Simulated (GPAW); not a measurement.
# CuI (Marshite): optical spectrum from first principles

Aim: the dielectric function of CuI (Marshite), and the optical constants that follow from it. The cell comes from an older database entry, whose edges can differ from later determinations, mostly by under a per cent.

Calculated with GPAW 26.7.0; DFT, PBE, plane-wave PAW (GPAW data sets), scalar-relativistic, RPA, optical limit.

The database entry behind the starting cell differs from later determinations by our own check (about 0.15 % long (mineral sample)), so it need not match the best structure at ambient conditions.

### Step 1. The starting structure

The structure is cubic, space group F-43m (No. 216). The conventional cell has a = 6.063 Å, b = 6.063 Å, c = 6.063 Å, α = 90.00°, β = 90.00°, γ = 90.00°. Nearest to I lie 4 Cu at 2.63 Å. Nearest to Cu lie 4 I at 2.63 Å. Farther neighbours and most contacts between anions are not listed.

As a file:

```cif
data_structure
_symmetry_space_group_name_H-M 'P 1'
_symmetry_Int_Tables_number 1
_cell_length_a 4.2872
_cell_length_b 4.2872
_cell_length_c 4.2872
_cell_angle_alpha 60.000
_cell_angle_beta 60.000
_cell_angle_gamma 60.000
_cell_volume 55.72
loop_
_atom_site_label
_atom_site_type_symbol
_atom_site_fract_x
_atom_site_fract_y
_atom_site_fract_z
_atom_site_occupancy
I1 I 0.00000 0.00000 0.00000 1
Cu2 Cu 0.75000 0.75000 0.75000 1
```

### Step 2. Ground state

First the ground state: is it a metal or has it a gap?

This step: DFT, PBE, plane-wave PAW (GPAW data sets), scalar-relativistic, ground state (GPAW 26.7.0).

The input, gs.py:

```python
from ase import Atoms
from ase.dft.bandgap import bandgap
from gpaw import GPAW, PW, FermiDirac

atoms = Atoms(['I', 'Cu'],
              cell=[[0.000000000000, 3.031500000000, 3.031500000000],
                    [3.031500000000, 0.000000000000, 3.031500000000],
                    [3.031500000000, 3.031500000000, 0.000000000000]],
              scaled_positions=[[0.000000000000, 0.000000000000, 0.000000000000],
                                [0.750000000000, 0.750000000000, 0.750000000000]],
              pbc=[True, True, True])
atoms.calc = GPAW(mode=PW(500), xc='PBE', kpts={'size': (6, 6, 6), 'gamma': True},
                  occupations=FermiDirac(0.05), maxiter=150, txt='gs.txt')
print('energy (eV)', atoms.get_potential_energy())
print('Fermi level (eV)', atoms.calc.get_fermi_level())
print('valence electrons', atoms.calc.get_number_of_electrons())
print('gap (eV)', bandgap(atoms.calc, output=None)[0])
print('direct gap (eV)', bandgap(atoms.calc, direct=True, output=None)[0])
atoms.calc.write('gs.gpw')
```

On the command line:

```console
OMP_NUM_THREADS=1 python gs.py
```

Numbers of over 12 decimals in the logs are rounded to 6 here.

Output:

```text
__  _  _
 | _ |_)|_||  |
 |__||  | ||/\| - 26.7.0

Versions:
  Python: 3.12.14
  ASE:    3.29.0
  Numpy:  2.5.5
  Scipy:  1.18.1
  Libxc:  7.0.0

Input parameters:
  mode=PW(ecut=500.0),
  kpts=MonkhorstPack(size=(6, 6, 6), gamma=True),
  maxiter=150,
  occupations=Occupations(name='fermi-dirac', width=0.05, fixmagmom=False),
  xc=XC(name='PBE')

Diagonalizing LCAO Hamiltonian
Converting LCAO to pw mode

                     Cu

       I

Atoms  # Å, Bohr magnetons
|   | symbol |        x |        y |        z |    initial magnetic moments |
| 0 |      I | 0.000000 | 0.000000 | 0.000000 | ( 0.0000,  0.0000,  0.0000) |
| 1 |     Cu | 4.547250 | 4.547250 | 4.547250 | ( 0.0000,  0.0000,  0.0000) |

Unit cell  # Å
| periodic |        x |        y |        z |  lengths |    angles |
|      yes | 0.000000 | 3.031500 | 3.031500 | 4.287188 | 60.000000 |
|      yes | 3.031500 | 0.000000 | 3.031500 | 4.287188 | 60.000000 |
|      yes | 3.031500 | 3.031500 | 0.000000 | 4.287188 | 60.000000 |

Number of symmetries: 24
Symmetry operations  # r_c * U_cc + t_c -> r_c
|    | kind |            matrix            |
|  0 |  E   |  1, 0, 0,  0, 1, 0,  0, 0, 1 |
|  1 |  σ   |  1, 0, 0,  0, 0, 1,  0, 1, 0 |
|  2 |  σ   |  1, 0,-1,  0, 1,-1,  0, 0,-1 |
|  3 |  C3  |  1, 0,-1,  0, 0,-1,  0, 1,-1 |
|  4 |  C3  |  1,-1, 0,  0,-1, 1,  0,-1, 0 |
|  5 |  σ   |  1,-1, 0,  0,-1, 0,  0,-1, 1 |
|  6 |  σ   |  0, 1, 0,  1, 0, 0,  0, 0, 1 |
|  7 |  C3  |  0, 1, 0,  0, 0, 1,  1, 0, 0 |
|  8 |  C2  |  0, 1,-1,  1, 0,-1,  0, 0,-1 |
|  9 |  S4  |  0, 1,-1,  0, 0,-1,  1, 0,-1 |
| 10 |  C3  |  0, 0, 1,  1, 0, 0,  0, 1, 0 |
| 11 |  σ   |  0, 0, 1,  0, 1, 0,  1, 0, 0 |
| 12 |  S4  |  0, 0,-1,  1, 0,-1,  0, 1,-1 |
| 13 |  C3  |  0, 0,-1,  0, 1,-1,  1, 0,-1 |
| 14 |  S4  |  0,-1, 1,  1,-1, 0,  0,-1, 0 |
| 15 |  C2  |  0,-1, 1,  0,-1, 0,  1,-1, 0 |
| 16 |  C3  |  0,-1, 0,  1,-1, 0,  0,-1, 1 |
| 17 |  S4  |  0,-1, 0,  0,-1, 1,  1,-1, 0 |
| 18 |  S4  | -1, 1, 0, -1, 0, 1, -1, 0, 0 |
| 19 |  C3  | -1, 1, 0, -1, 0, 0, -1, 0, 1 |
| 20 |  C3  | -1, 0, 1, -1, 1, 0, -1, 0, 0 |
| 21 |  S4  | -1, 0, 1, -1, 0, 0, -1, 1, 0 |
| 22 |  σ   | -1, 0, 0, -1, 1, 0, -1, 0, 1 |
| 23 |  C2  | -1, 0, 0, -1, 0, 1, -1, 1, 0 |

BZ-sampling:
  Number of BZ points: 216
  Number of IBZ points: 16

  Monkhorst-Pack size: [6, 6, 6]
  Monkhorst-Pack shift: [0.083333, 0.083333, 0.083333]

K-points  # in reciprocal-cell coordinates
|     |                                coordinates |     weight |
|   0 | (  0.00000000,   0.00000000,   0.00000000) | 0.00462963 |
|   1 | (  0.16666667,   0.16666667,   0.00000000) | 0.02777778 |
|   2 | (  0.16666667,   0.16666667,   0.16666667) | 0.03703704 |
|   3 | (  0.33333333,   0.16666667,   0.16666667) | 0.05555556 |
|   4 | (  0.33333333,   0.33333333,  -0.33333333) | 0.05555556 |
|   5 | (  0.33333333,   0.33333333,   0.00000000) | 0.02777778 |
|   6 | (  0.33333333,   0.33333333,   0.16666667) | 0.11111111 |
|   7 | (  0.33333333,   0.33333333,   0.33333333) | 0.03703704 |
|   8 | (  0.50000000,   0.33333333,  -0.33333333) | 0.11111111 |
|   9 | (  0.50000000,   0.33333333,  -0.16666667) | 0.05555556 |
| ... |                                            |            |
|  15 | (  0.50000000,   0.50000000,   0.50000000) | 0.01851852 |

Plane wave coefficients: 1428
Cutoff: 500.0 eV

Spin-components: 1 (collinear spins)
Bands:           13
Projectors:      11
Spin-degeneracy: 2
Datatype:        complex128

Parallelization:
  kpt:    1
  domain: 1
  band:   1

Density:
  Valence electrons: 18.0
  Components: 1
  Grid points: [24 24 24]
  Charge: 0.0  # |e|

Potential:
  Grid points: [24 24 24]

species:
  I:
    name:    Iodine
    id:
    Z:       53.0
    valence: 7
    core:    46
    charge:  0.0  # [|e|]
    compensation charges:
      type: gauss
      rc: 0.37  # [Å]
      lmax: 2
    cutoffs:
      filter: 2.06  # [Å]
      core: 2.90  # [Å]
    projectors
    | kind |    occ | energy [eV] | rcut [Å] |
    |   5s |  2.000 |     -17.382 |    1.164 |
    |   5p |  5.000 |      -7.088 |    1.164 |
    |    s |        |       9.829 |    1.164 |
    |    p |        |      20.123 |    1.164 |
    |    d |        |       0.000 |    1.164 |

    Using partial waves for I as LCAO basis

  Cu:
    name:    Copper
    id:
    Z:       29.0
    valence: 11
    core:    18
    charge:  0.0  # [|e|]
    compensation charges:
      type: gauss
      rc: 0.33  # [Å]
      lmax: 2
    cutoffs:
      filter: 2.06  # [Å]
      core: 2.43  # [Å]
    projectors
    | kind |    occ | energy [eV] | rcut [Å] |
    |   4s |  1.000 |      -4.609 |    1.164 |
    |   4p |  0.000 |      -0.698 |    1.164 |
    |   3d | 10.000 |      -5.039 |    1.058 |
    |    s |        |      22.603 |    1.164 |
    |    p |        |      26.513 |    1.164 |
    |    d |        |      22.172 |    1.058 |

    Using partial waves for Cu as LCAO basis

Reference energy: -238562.247507  # eV

eigensolver:
  PPCG
  Converge bands: occupied
  niter=2

density mixing:
  MSR1-Mixer
  Pratt-step length: 0.05
  Maximum mixing coefficient: 0.75
  Old densities: 10
  SVD Regularization: 0.005
  Good broyden scale: 1.0
  Trust region scale: 1.0
  Backstep threshold: 4.0
  History deletion threshold: 6.0
  Fourier metric: weight=20.0, sigma=0.015

occupation numbers:
  Fermi-Dirac:
    width: 0.0500  # eV

poisson solver:
  ecut: 4000.0  # eV

xc functional:
  name: PBE with 2 nearest neighbor stencil

convergence criteria:
- Maximum [total energy] change in last 3 cyles: 0.0005 eV / valence electron
- Maximum integral of absolute [dens]ity change: 0.0001 electrons / valence electron
- Maximum integral of absolute [eigenst]ate change: 4e-08 eV^2 / valence electron
maximum number of iterations: 150

SCF iterations
|iter     |      energy | eigst |  dens |
|iter:   1||   -5.647788 | +0.24 |       |
|iter:   2||   -5.557613 | -2.00 | -1.30 |
|iter:   3||   -5.444529 | -1.49 | -1.38 |
|iter:   4||   -5.442684 | -3.55 | -1.73 |
|iter:   5||   -5.441276c| -3.45 | -1.90 |
|iter:   6||   -5.441305c| -4.98 | -3.02 |
|iter:   7||   -5.441324c| -5.93 | -3.33 |
|iter:   8||   -5.441324c| -7.19 | -4.18c|
|iter:   9||   -5.441324c| -7.48c| -4.67c|

Converged in 9 steps
SCF loop duration: 5.865 s (0.652 s/step)
Energy contributions relative to reference atoms: (reference = -238562.247507)

Energy contributions:
  Kinetic:           1.497918
  Coulomb:          -2.137546
  Zero:              0.015780
  External:          0.000000
  Xc:               -4.817476
  Entropy:          -0.000000
  Spinorbit:         0.000000
  ----------------------------
  Free energy:      -5.441324
  Extrapolated:     -5.441324

dipole moment: (-27.537024, -27.537024, -27.537024)  # |e|*Ang

Fermi level: 5.073
Eigenvalues  # (at kpt = [0.000, 0.000, 0.000])
| band index |      eig [eV] | occ [0-2] |
|          0 |        -9.551 |     2.000 |
|          1 |         0.824 |     2.000 |
|          2 |         0.824 |     2.000 |
|          3 |         0.824 |     2.000 |
|          4 |         2.634 |     2.000 |
|          5 |         2.634 |     2.000 |
|          6 |         4.474 |     2.000 |
|          7 |         4.474 |     2.000 |
|          8 |         4.474 |     2.000 |
|          9 |         5.612 |     0.000 |
|         10 |         9.359 |     0.000 |
|         11 |         9.359 |     0.000 |
|         12 |         9.359 |     0.000 |

Gap: 1.137 eV
Transition (v -> c):
  (s=0, k=0, n=8, [0.00, 0.00, 0.00]) -> (s=0, k=0, n=9, [0.00, 0.00, 0.00])
No difference between direct/indirect transitions

--- standard output ---
energy (eV) -5.441324
Fermi level (eV) 5.073370
valence electrons 18.0
gap (eV) 1.137254
direct gap (eV) 1.137254
```

The job ended after 7.3 s (1 thread of Arm Neoverse V1, shared host; peak memory 0.14 GiB).

Numbers from this step:

| Property | Result |
| --- | --- |
| energy | -5.441 eV |
| Fermi energy | 5.073 eV |
| gap on the k-mesh | 1.137 eV |
| direct gap on the mesh | 1.137 eV |
| electrons | 18 |

There is a gap, 1.14 eV on this mesh (points off the mesh can give less), so no carriers' term is needed.

### Step 3. Bands for the response

At the fixed density, many empty bands are solved on the mesh of the response, since the spectrum sums over them.

This step: DFT, PBE, plane-wave PAW (GPAW data sets), scalar-relativistic, bands at fixed density (GPAW 26.7.0).

The input, nscf.py:

```python
from ase.dft.bandgap import bandgap
from gpaw import GPAW, FermiDirac

calc = GPAW('gs.gpw').fixed_density(kpts={'size': (10, 10, 10), 'gamma': True}, nbands=43, convergence={'bands': 37},
                                    occupations=FermiDirac(0.001), txt='nscf.txt')
print('gap (eV)', bandgap(calc, output=None)[0])
print('direct gap (eV)', bandgap(calc, direct=True, output=None)[0])
print('top band over the Fermi level (eV)', min(calc.get_eigenvalues(kpt=k)[36] for k in range(len(calc.get_ibz_k_points()))) - calc.get_fermi_level())
calc.write('full.gpw', mode='all')
```

On the command line:

```console
OMP_NUM_THREADS=1 python nscf.py
```

Output:

```text
Diagonalizing LCAO Hamiltonian
Converting LCAO to pw mode
convergence criteria:
- Maximum integral of absolute [eigenst]ate change: 4e-08 eV^2 / valence electron
maximum number of iterations: 150

SCF iterations
|iter     |      energy | eigst |  dens |
|iter:   1||             | +3.58 |       |
|iter:   2||             | +2.09 |       |
|iter:   3||             | +1.15 |       |
|iter:   4||             | +0.22 |       |
|iter:   5||             | -0.65 |       |
|iter:   6||             | -1.46 |       |
|iter:   7||             | -2.20 |       |
|iter:   8||             | -2.90 |       |
|iter:   9||             | -3.54 |       |
|iter:  10||             | -4.16 |       |
|iter:  11||             | -4.68 |       |
|iter:  12||             | -5.19 |       |
|iter:  13||             | -5.62 |       |
|iter:  14||             | -6.06 |       |
|iter:  15||             | -6.50 |       |
|iter:  16||             | -6.91 |       |
|iter:  17||             | -7.38 |       |
|iter:  18||             | -7.80c|       |
SCF steps: 18
  __  _  _
 | _ |_)|_||  |
 |__||  | ||/\| - 26.7.0

Versions:
  Python: 3.12.14
  ASE:    3.29.0
  Numpy:  2.5.5
  Scipy:  1.18.1
  Libxc:  7.0.0

Input parameters:
  mode=PW(ecut=500.0),
  convergence={'bands': 37},
  gpts=array([24, 24, 24]),
  kpts=MonkhorstPack(size=(10, 10, 10), gamma=True),
  maxiter=150,
  nbands=43,
  occupations=Occupations(name='fermi-dirac', width=0.001, fixmagmom=False),
  parallel={},
  xc=XC(name='PBE')

--- standard output ---
gap (eV) 1.137254
direct gap (eV) 1.137254
top band over the Fermi level (eV) 29.621452
```

Wall time 89 s (1 thread); peak memory 0.21 GiB.

[end of part 1 of 2]

[Machine, clock and banner lines and Python warnings are left out of the logs.]

[Logs are printed without paths, hosts, clocks, repeated set-up lines and the standing remarks that a program may print on its own settings, such as how far it seeks lower states.]

[Hosts, paths, dates, database ids (printed as entryN), source tags and the programs' standing remarks are cut or masked in the printed files.]
